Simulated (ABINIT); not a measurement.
# BiOBr (P4/nmm): one start, several treatments of the self-energy, part 2 of 2

Aim: compare treatments of exchange, screening and correlation for the gap of BiOBr (P4/nmm).

ABINIT 10.8.3; PBEsol and many-body steps on it, plane waves. Known limits of the many-body steps: not at the basis limit; exchange with frozen shells missing; no spin-orbit coupling; coarse k mesh.

So far. Step 5 (G0W0, Hybertsen-Louie plasmon pole): Against G0W0 in ABINIT (4×4×2 mesh, 121 bands, screening to 122.5 eV, Godby-Needs plasmon pole), the gap moves by +0.066 eV. Step 6 (G0W0, von der Linden-Horsch plasmon pole): Against G0W0 in ABINIT (4×4×2 mesh, 121 bands, screening to 122.5 eV, Godby-Needs plasmon pole), the gap moves by −0.007 eV.

The database entry behind the starting cell differs from later determinations by our own check (0.1 to 0.3 % short, probably kX units), so it need not match the best structure at ambient conditions.

## Step 7: G0W0, Engel-Farid plasmon pole

Level of this step: G0W0 on PBEsol, plane waves, norm-conserving pseudopotentials (ABINIT).

File run.abi:

```
acell 3*1.0 Angstrom
rprim 
  3.916000000000 0.000000000000 0.000000000000
  0.000000000000 3.916000000000 0.000000000000
  0.000000000000 0.000000000000 8.077000000000
ntypat 3
znucl 83 35 8
natom 6
typat 1 1 2 2 3 3
xred 
  0.000000000000 0.500000000000 0.154000000000
  0.500000000000 0.000000000000 0.846000000000
  0.000000000000 0.500000000000 0.653000000000
  0.500000000000 0.000000000000 0.347000000000
  0.000000000000 0.000000000000 0.000000000000
  0.500000000000 0.500000000000 0.000000000000
pp_dirpath "pseudos"
pseudos "Bi.upf, Br.upf, O.upf"
ecut 36
ngkpt 4 4 2
nshiftk 1
shiftk 0 0 0
kptopt 1
chksymbreak 0
istwfk *1
occopt 1
irdwfk 1
optdriver 4
nband 121
gwcalctyp 0
ecutsigx 36
symsigma 1
nkptgw 3
kptgw 
  0.5000000000 0.0000000000 0.5000000000
  0.0000000000 0.0000000000 0.5000000000
  0.0000000000 0.0000000000 0.0000000000
bdgw 
  27 30
  26 30
  26 30
ecuteps 4.5
irdscr 1
ppmodel 4
indata_prefix "in"
outdata_prefix "out"
tmpdata_prefix "tmp"
```

On the command line:

```bash
$ OMP_NUM_THREADS=1 mpirun -n 8 abinit run.abi > log
```

Numbers of over 12 decimals in the logs are rounded to 6 here.

The log of the run:

```text
.Version 10.8.3 of ABINIT. v10.8.2 released Aug 2026.

 Symmetries : space group P4/n m m (#129); Bravais tP (primitive tetrag.)
[... echo of the input left out ...]
== DATASET  1 ==================================================================
-   mpi_nproc: 8, omp_nthreads: 1 (-1 if OMP is not activated)

--- !DatasetInfo
iteration_state: {dtset: 1, }
dimensions: {natom: 6, nkpt: 12, mband: 121, nsppol: 1, nspinor: 1, nspden: 1, mpw: 8680, }
cutoff_energies: {ecut:  36.0, pawecutdg:  -1.0, }
[...]
Band     E0 <VxcDFT>   SigX SigC(E0)      Z dSigC/dE  Sig(E)    E-E0       E
[...]
29   5.945 -12.119  -8.948  -2.771   0.838  -0.194 -11.784   0.335   6.280
       30   6.881 -12.123  -8.963  -2.649   0.832  -0.202 -11.697   0.425   7.307

== END DATASET(S) ==============================================================
================================================================================

 -outvars: echo values of variables after computation  --------
           etotal      0.0000000000E+00
            nband         121
             nkpt          12
          spgroup         129
 [... the other variables as echoed above ...]

 Calculation completed.
```

It took 16 s on 8 MPI ranks of Arm Neoverse V2, shared host; peak memory 2.7 GiB.

Numbers from this step:

```
G0W0 gap on the points computed              : 2.789 eV
starting gap on the mesh                     : 2.191 eV
k of the valence top                         : 0.5, 0, 0.5
k of the conduction bottom                   : 0, 0, 0.5
least direct G0W0 gap on the computed points : 3.121 eV
```

Against G0W0 in ABINIT (4×4×2 mesh, 121 bands, screening to 122.5 eV, Godby-Needs plasmon pole), the gap moves by +0.010 eV.

## Step 8: One-shot Hartree-Fock

This step: one-shot Hartree-Fock on PBEsol, plane waves, norm-conserving pseudopotentials.

run.abi, as its differences from that of step 7:

```diff
@@ -28,4 +28,4 @@
 optdriver 4
-nband 121
-gwcalctyp 0
+nband 32
+gwcalctyp 5
 ecutsigx 36
@@ -41,5 +41,4 @@
   26 30
-ecuteps 4.5
-irdscr 1
-ppmodel 4
+ixc_sigma 40
+fftgw 31
 indata_prefix "in"
```

The log of the run:

```text
.Version 10.8.3 of ABINIT. v10.8.2 released Aug 2026.

 Symmetries : space group P4/n m m (#129); Bravais tP (primitive tetrag.)
[... echo of the input left out ...]
== DATASET  1 ==================================================================
-   mpi_nproc: 8, omp_nthreads: 1 (-1 if OMP is not activated)

--- !DatasetInfo
iteration_state: {dtset: 1, }
dimensions: {natom: 6, nkpt: 12, mband: 32, nsppol: 1, nspinor: 1, nspden: 1, mpw: 8680, }
cutoff_energies: {ecut:  36.0, pawecutdg:  -1.0, }
[...]
Band     E0 <VxcDFT>   SigX SigC(E0)      Z dSigC/dE  Sig(E)    E-E0       E
[...]
29   5.945 -12.119  -8.948   0.000   1.000   0.000  -8.948   3.171   9.116
       30   6.881 -12.123  -8.963   0.000   1.000   0.000  -8.963   3.160  10.041

== END DATASET(S) ==============================================================
================================================================================

 -outvars: echo values of variables after computation  --------
           etotal      0.0000000000E+00
            nband          32
             nkpt          12
          spgroup         129
 [... the other variables as echoed above ...]

 Calculation completed.
```

Elapsed: 6 s, on 8 MPI ranks; peak memory 0.64 GiB.

Numbers from this step:

```yaml
quasiparticle_gap_on_the_points_computed: 8.451 eV
starting_gap_on_the_mesh: 2.191 eV
k_of_the_valence_top: 0.5, 0, 0.5
k_of_the_conduction_bottom: 0, 0, 0.5
least_direct_quasiparticle_gap_on_the_computed_points: 8.479 eV
```

Against G0W0 in ABINIT (4×4×2 mesh, 121 bands, screening to 122.5 eV, Godby-Needs plasmon pole), the gap moves by +5.672 eV.

## Step 9: Screening, 4×4×2 mesh, 121 bands, screening to 122.5 eV

This step: RPA screening on PBEsol, plane waves, norm-conserving pseudopotentials.

run.abi, as its differences from that of step 8:

```diff
@@ -27,18 +27,14 @@
 irdwfk 1
-optdriver 4
-nband 32
-gwcalctyp 5
-ecutsigx 36
-symsigma 1
-nkptgw 3
-kptgw 
-  0.5000000000 0.0000000000 0.5000000000
-  0.0000000000 0.0000000000 0.5000000000
-  0.0000000000 0.0000000000 0.0000000000
-bdgw 
-  27 30
-  26 30
-  26 30
-ixc_sigma 40
-fftgw 31
+optdriver 3
+nband 121
+ecuteps 4.5
+inclvkb 2
+awtr 1
+symchi 1
+gwcalctyp 2
+nfreqre 16
+freqremax 40 eV
+nfreqim 8
+spmeth 1
+nomegasf 120
 indata_prefix "in"
```

The log of the run:

```text
.Version 10.8.3 of ABINIT. v10.8.2 released Aug 2026.

 Symmetries : space group P4/n m m (#129); Bravais tP (primitive tetrag.)
[... echo of the input left out ...]
== DATASET  1 ==================================================================
-   mpi_nproc: 8, omp_nthreads: 1 (-1 if OMP is not activated)

--- !DatasetInfo
iteration_state: {dtset: 1, }
dimensions: {natom: 6, nkpt: 12, mband: 121, nsppol: 1, nspinor: 1, nspden: 1, mpw: 8680, }
cutoff_energies: {ecut:  36.0, pawecutdg:  -1.0, }
electrons: {nelect:   5.60000000E+01, charge:   0.00000000E+00, occopt:   1.00000000E+00, tsmear:   1.00000000E-02, }

 SCREENING: Calculation of the susceptibility and dielectric matrices

 Based on a program developped by R.W. Godby, V. Olevano, G. Onida, and L. Reining.
 Incorporated in ABINIT by V. Olevano, G.-M. Rignanese, and M. Torrent.
.Using double precision arithmetic ; gwpc =  8

[... cell and pseudopotentials left out ...]
--------------------------------------------------------------------------------

 ==== K-mesh for the wavefunctions ====
 Number of points in the irreducible wedge :    12
[... list of points left out ...]
 Together with 16 symmetry operations and time-reversal symmetry
 yields    32 points in the full Brillouin Zone.

 ==== Q-mesh for the screening function ====
 Number of points in the irreducible wedge :    12
[... list of points left out ...]
 Together with 16 symmetry operations and time-reversal symmetry
 yields    32 points in the full Brillouin Zone.

 setmesh: FFT mesh size selected  =    30x   30x   60
          total number of points  =        54000

 vcoul_init : cutoff-mode = AUXILIARY_FUNCTION
 q-points for optical limit:   1
     1)      0.000010    0.000020    0.000030

- screening: taking advantage of time-reversal symmetry
- Maximum band index for partially occupied states nbvw = 28
- Remaining bands to be divided among processors   nbcw = 93
- Number of bands treated by each node ~11

 Number of electrons calculated from density =   56.0000; Expected =   56.0000
 average of density, n =  0.066997
 r_s =    1.5274
 omega_plasma =   24.9680 [eV]

 calculating chi0 at frequencies [eV] :
  1    0.000000E+00    0.000000E+00
  2    2.666667E+00    0.000000E+00
  3    5.333333E+00    0.000000E+00
[...]
23    0.000000E+00    6.358913E+01
 24    0.000000E+00    8.953418E+01

--------------------------------------------------------------------------------
  q-point number  1        q = ( 0.000000, 0.000000, 0.000000) [r.l.u.]
--------------------------------------------------------------------------------
[... chi0 elements left out ...]
  [... further frequencies ...]

 No. of calculated frequencies >  15, stop printing
 For q-point:  0.000010 0.000020 0.000030
  dielectric constant =   6.8349
  dielectric constant without local fields =   7.8815

  Average fulfillment of the sum rule on Im[epsilon] for q-point    1 :     68.25  [%]
[... wings left out ...]
  q-point number  2        q = ( 0.250000, 0.000000, 0.000000) [r.l.u.]
--------------------------------------------------------------------------------
[... chi0 elements left out ...]
  [... further frequencies ...]

 No. of calculated frequencies >  15, stop printing
  Average fulfillment of the sum rule on Im[epsilon] for q-point    2 :     79.38  [%]

 [... 10 further q-points ...]
```

Elapsed: 3.1 min, on 8 MPI ranks; peak memory 5.9 GiB.

Numbers from this step:

- ε∞ with local fields, on this mesh, along the program's q direction: 6.835
- the same without local fields: 7.881
- plasma frequency: 24.97 eV
- plane waves in the screening matrix: 379

## Step 10: G0W0, contour deformation

This step: G0W0 on PBEsol, plane waves, norm-conserving pseudopotentials.

run.abi, as its differences from that of step 9:

```diff
@@ -27,14 +27,19 @@
 irdwfk 1
-optdriver 3
+optdriver 4
 nband 121
+gwcalctyp 2
+ecutsigx 36
+symsigma 1
+nkptgw 3
+kptgw 
+  0.5000000000 0.0000000000 0.5000000000
+  0.0000000000 0.0000000000 0.5000000000
+  0.0000000000 0.0000000000 0.0000000000
+bdgw 
+  27 30
+  26 30
+  26 30
 ecuteps 4.5
-inclvkb 2
-awtr 1
-symchi 1
-gwcalctyp 2
-nfreqre 16
-freqremax 40 eV
-nfreqim 8
-spmeth 1
-nomegasf 120
+irdscr 1
+gwmem 01
 indata_prefix "in"
```

The log of the run:

```text
.Version 10.8.3 of ABINIT. v10.8.2 released Aug 2026.

 Symmetries : space group P4/n m m (#129); Bravais tP (primitive tetrag.)
[... echo of the input left out ...]
== DATASET  1 ==================================================================
-   mpi_nproc: 8, omp_nthreads: 1 (-1 if OMP is not activated)

--- !DatasetInfo
iteration_state: {dtset: 1, }
dimensions: {natom: 6, nkpt: 12, mband: 121, nsppol: 1, nspinor: 1, nspden: 1, mpw: 8680, }
cutoff_energies: {ecut:  36.0, pawecutdg:  -1.0, }
[...]
Band     E0 <VxcDFT>   SigX SigC(E0)      Z dSigC/dE  Sig(E)    E-E0       E
[...]
30   6.881 -12.123  -8.963  -2.565   0.795  -0.258 -11.649   0.473   7.355
       30   0.000   0.000   0.000  -0.001   0.000   0.000  -0.001  -0.001  -0.001

== END DATASET(S) ==============================================================
================================================================================

 -outvars: echo values of variables after computation  --------
           etotal      0.0000000000E+00
            nband         121
             nkpt          12
          spgroup         129
 [... the other variables as echoed above ...]

 Calculation completed.
```

It took 27 s on 8 MPI ranks; peak memory 2.7 GiB; 3.5 min of CPU time.

This step gave:

```
G0W0 gap on the points computed              : 2.819 eV
starting gap on the mesh                     : 2.191 eV
k of the valence top                         : 0.5, 0, 0.5
k of the conduction bottom                   : 0, 0, 0.5
least direct G0W0 gap on the computed points : 3.1 eV
```

Against G0W0 in ABINIT (4×4×2 mesh, 121 bands, screening to 122.5 eV, Godby-Needs plasmon pole), the gap moves by +0.040 eV.

## Step 11: Screening, 4×4×2 mesh, 121 bands, screening to 122.5 eV

This step: RPA screening on PBEsol, plane waves, norm-conserving pseudopotentials.

run.abi, as its differences from that of step 10:

```diff
@@ -27,19 +27,11 @@
 irdwfk 1
-optdriver 4
+optdriver 3
 nband 121
-gwcalctyp 2
-ecutsigx 36
-symsigma 1
-nkptgw 3
-kptgw 
-  0.5000000000 0.0000000000 0.5000000000
-  0.0000000000 0.0000000000 0.5000000000
-  0.0000000000 0.0000000000 0.0000000000
-bdgw 
-  27 30
-  26 30
-  26 30
 ecuteps 4.5
-irdscr 1
-gwmem 01
+inclvkb 2
+awtr 1
+symchi 1
+gwcalctyp 1
+nfreqre 0
+nfreqim 16
 indata_prefix "in"
```

The log of the run:

```text
.Version 10.8.3 of ABINIT. v10.8.2 released Aug 2026.

 Symmetries : space group P4/n m m (#129); Bravais tP (primitive tetrag.)
[... echo of the input left out ...]
== DATASET  1 ==================================================================
-   mpi_nproc: 8, omp_nthreads: 1 (-1 if OMP is not activated)

--- !DatasetInfo
iteration_state: {dtset: 1, }
dimensions: {natom: 6, nkpt: 12, mband: 121, nsppol: 1, nspinor: 1, nspden: 1, mpw: 8680, }
cutoff_energies: {ecut:  36.0, pawecutdg:  -1.0, }
[...]
No. of calculated frequencies >  15, stop printing
 For q-point:  0.000010 0.000020 0.000030
  dielectric constant =   6.8112
  dielectric constant without local fields =   7.8530

  Average fulfillment of the sum rule on Im[epsilon] for q-point    1 :     68.25  [%]
[... wings left out ...]
  q-point number  2        q = ( 0.250000, 0.000000, 0.000000) [r.l.u.]
--------------------------------------------------------------------------------
[... chi0 elements left out ...]
  [... further frequencies ...]

 No. of calculated frequencies >  15, stop printing
  Average fulfillment of the sum rule on Im[epsilon] for q-point    2 :     79.38  [%]

 [... 10 further q-points ...]
```

Elapsed: 5.6 min, on 8 MPI ranks; peak memory 4.8 GiB.

Numbers from this step:

```yaml
eps_infinity_with_local_fields_on_this_mesh_along_the_program_s_q_direction: 6.811
the_same_without_local_fields: 7.853
plasma_frequency: 24.97 eV
plane_waves_in_the_screening_matrix: 379
```

## Step 12: G0W0, analytic continuation

This step: G0W0 on PBEsol, plane waves, norm-conserving pseudopotentials.

run.abi, as its differences from that of step 11:

```diff
@@ -27,11 +27,20 @@
 irdwfk 1
-optdriver 3
+optdriver 4
 nband 121
+gwcalctyp 1
+ecutsigx 36
+symsigma 1
+nkptgw 3
+kptgw 
+  0.5000000000 0.0000000000 0.5000000000
+  0.0000000000 0.0000000000 0.5000000000
+  0.0000000000 0.0000000000 0.0000000000
+bdgw 
+  27 30
+  26 30
+  26 30
 ecuteps 4.5
-inclvkb 2
-awtr 1
-symchi 1
-gwcalctyp 1
-nfreqre 0
-nfreqim 16
+irdscr 1
+nomegasi 12
+omegasimax 25 eV
 indata_prefix "in"
```

The log of the run:

```text
.Version 10.8.3 of ABINIT. v10.8.2 released Aug 2026.

 Symmetries : space group P4/n m m (#129); Bravais tP (primitive tetrag.)
[... echo of the input left out ...]
== DATASET  1 ==================================================================
-   mpi_nproc: 8, omp_nthreads: 1 (-1 if OMP is not activated)

--- !DatasetInfo
iteration_state: {dtset: 1, }
dimensions: {natom: 6, nkpt: 12, mband: 121, nsppol: 1, nspinor: 1, nspden: 1, mpw: 8680, }
cutoff_energies: {ecut:  36.0, pawecutdg:  -1.0, }
[...]
Band     E0 <VxcDFT>   SigX SigC(E0)      Z dSigC/dE  Sig(E)    E-E0       E
[...]
30   2.223 -12.123  -8.963  -2.568   0.804  -0.244 -11.648   0.475   2.698
       30   0.000   0.000   0.000  -0.019  -0.012  -0.019  -0.023  -0.023  -0.023

== END DATASET(S) ==============================================================
================================================================================

 -outvars: echo values of variables after computation  --------
           etotal      0.0000000000E+00
            nband         121
             nkpt          12
          spgroup         129
 [... the other variables as echoed above ...]

 Calculation completed.
```

It took 28 s on 8 MPI ranks; peak memory 3.4 GiB; 3.8 min of CPU time.

Numbers from this step:

| Quantity | Value |
| --- | --- |
| G0W0 gap on the points computed | 2.825 eV |
| starting gap on the mesh | 2.191 eV |
| k of the valence top | 0.5, 0, 0.5 |
| k of the conduction bottom | 0, 0, 0.5 |
| least direct G0W0 gap on the computed points | 3.114 eV |

Against G0W0 in ABINIT (4×4×2 mesh, 121 bands, screening to 122.5 eV, Godby-Needs plasmon pole), the gap moves by +0.046 eV.

## Step 13: The runs together

Times are wall times on 8 MPI ranks of Arm Neoverse V2, shared host, good to a factor of about two. A run's time includes the screening step that it read.

| run | mesh | bands | screening cutoff (eV) | DFT gap (eV) | gap on the mesh (eV) | direct (eV) | ε∞ used | time |
| --- | --- | --- | --- | --- | --- | --- | --- | --- |
| G0W0, Godby-Needs plasmon pole | 4×4×2 | 121 | 122.5 | 2.191 | 2.779 | 3.090 | 6.81 | 2.5 min |
| G0W0, Hybertsen-Louie plasmon pole | 4×4×2 | 121 | 122.5 | 2.191 | 2.845 | 3.155 | 6.81 | 2.5 min |
| G0W0, von der Linden-Horsch plasmon pole | 4×4×2 | 121 | 122.5 | 2.191 | 2.772 | 3.154 | 6.81 | 2.3 min |
| G0W0, Engel-Farid plasmon pole | 4×4×2 | 121 | 122.5 | 2.191 | 2.789 | 3.121 | 6.81 | 2.3 min |
| one-shot Hartree-Fock | 4×4×2 | - | - | 2.191 | 8.451 | 8.479 | - | 6 s |
| G0W0, contour deformation | 4×4×2 | 121 | 122.5 | 2.191 | 2.819 | 3.100 | 6.83 | 3.6 min |
| G0W0, analytic continuation | 4×4×2 | 121 | 122.5 | 2.191 | 2.825 | 3.114 | 6.81 | 6.1 min |

## Step 14: Outcome

| Item | Value |
| --- | --- |
| G0W0, Godby-Needs plasmon pole | 2.779 eV |
| G0W0, Hybertsen-Louie plasmon pole | 2.845 eV |
| G0W0, von der Linden-Horsch plasmon pole | 2.772 eV |
| G0W0, Engel-Farid plasmon pole | 2.789 eV |
| one-shot Hartree-Fock | 8.451 eV |
| G0W0, contour deformation | 2.819 eV |
| G0W0, analytic continuation | 2.825 eV |
| known limits | not at the basis limit; exchange with frozen shells missing; no spin-orbit coupling; coarse k mesh |

G0W0, Hybertsen-Louie plasmon pole: +0.066 eV against G0W0, Godby-Needs plasmon pole. G0W0, von der Linden-Horsch plasmon pole: −0.007 eV against G0W0, Godby-Needs plasmon pole. G0W0, Engel-Farid plasmon pole: +0.010 eV against G0W0, Godby-Needs plasmon pole. One-shot Hartree-Fock: +5.672 eV against G0W0, Godby-Needs plasmon pole. G0W0, contour deformation: +0.040 eV against G0W0, Godby-Needs plasmon pole. G0W0, analytic continuation: +0.046 eV against G0W0, Godby-Needs plasmon pole. Bare exchange alone opens the gap to 8.45 eV; against G0W0, correlation takes back 5.67 eV. Bands and cutoff are finite, so the gap is not at the basis limit. The miss can reach some tenths of an eV and take either sign; the mesh is an error of its own. In the first G0W0 run levels were corrected at 3 k points alone, so a gap called «on the mesh» is the least over those, and an edge elsewhere would be missed. The 4×4×2 mesh is coarse for this cell, which bears on the long-range parts of exchange and screening. Where an edge is built on 6p states of lead, bismuth or thallium, scalar-relativistic gaps usually stand too wide, by a few tenths to over one eV. The norm-conserving file of at least one element keeps a d shell over frozen s and p shells of the same row. Exchange with those shells is missing from the self-energy, an error of 0.3 to 0.9 eV in cases checked, whose sign depends on which edge lies on those atoms. The many-body steps are scalar-relativistic: spin-orbit coupling is not in them.

[Paths, hosts, dates, memory and timing lines, banners, echoed tables and standing remarks are left out of the program output.]

[Logs are printed without paths, hosts, clocks, repeated set-up lines and the standing remarks that a program may print on its own settings, such as how far it seeks lower states.]

[Runs of the session that timed out or met a known fault of the program may be left out.]

[No measured gap is set beside runs whose start may be inverted or whose files or cutoffs have a known fault.]

[Hosts, paths, dates, database ids (printed as entryN), source tags and the programs' standing remarks are cut or masked in the printed files.]

[G0W0 gaps are taken among the corrected bands and points alone; a level outside them can change the order at an edge.]

[Where Ansatz stands beside ABINIT at settings called matched, ABINIT's density can come from a denser mesh and the files from another edition; pairs whose starting gaps differed by over 0.03 eV were left out, so agreement reads better than it is.]
